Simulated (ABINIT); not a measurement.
Computed results, one entry a study.

```json
{"subject": "A GW chain in ABINIT: KNaMg2F6 (Fm-3m)", "lattice_ang": [[-0.0, 4.0076, 4.0076], [4.0076, -0.0, 4.0076], [4.0076, 4.0076, -0.0]], "atoms": [["K", 0.0, 0.0, 0.0], ["Na", 0.5, 0.5, 0.5], ["Mg", 0.25, 0.25, 0.25], ["Mg", 0.75, 0.75, 0.75], ["F", 0.5, 0.5, 0.0], ["F", 0.0, 0.0, 0.5], ["F", 0.5, 0.0, 0.5], ["F", 0.0, 0.5, 0.0], ["F", 0.0, 0.5, 0.5], ["F", 0.5, 0.0, 0.0]], "method": "RPA screening on LDA, plane waves, norm-conserving pseudopotentials (and 2 further levels or steps)", "program": "ABINIT 10.8.3", "settings": "cutoff 38 Ha, PseudoDojo scalar-relativistic 0.4.1 standard, norm-conserving, potential set dojo-sr-lda-0.4.1-standard, ngkpt (2, 2, 2), nband 103, ecuteps 3.6 Ha, inclvkb 2, shiftk (0, 0, 0), symchi 1, awtr 1, frequency ppm, 2×2×2 k-mesh", "notes": "The program’s warnings: nproc spkpt=  >= nkpt= * nsppol=. The cell and positions are those that the Materials Project relaxed with its own functionals (PBE, PBE+U or r2SCAN), kept fixed. The 2×2×2 mesh is coarse for this cell, which bears on the long-range parts of exchange and screening.", "results": {"lda_gap": "6.00 eV, direct", "g0w0_gap_on_the_mesh": "10.48 eV", "gw_settings": "2×2×2 mesh, 103 bands, screening to 98 eV, Godby-Needs plasmon pole", "known_limits": "short of the basis limit; coarse k mesh"}}
```

[Long decimals in the printed logs are rounded to 6 places.]

[Logs are printed without paths, hosts, clocks, repeated set-up lines and the standing remarks that a program may print on its own settings, such as how far it seeks lower states.]

[Paths, hosts, dates, memory and timing lines, banners, echoed tables and standing remarks are left out of the program output; an Ansatz launch command may be rebuilt from the run's recorded settings. Measured values are a selection of at most five: reports struck by readers or far from the other reports are left out. None is set beside runs whose start may be inverted or whose files or cutoffs have a known fault.]

[Runs of the session that timed out or met a known fault of the program may be left out.]

[Hosts, paths, dates, database ids (printed as entryN), source tags and the programs' standing remarks are cut or masked in the printed files.]

[G0W0 gaps are taken among the corrected bands and points alone; a level outside them can change the order at an edge.]

[Where Ansatz stands beside ABINIT at settings called matched, ABINIT's density can come from a denser mesh and the files from another edition; pairs whose starting gaps differed by over 0.03 eV were left out, so agreement reads better than it is.]
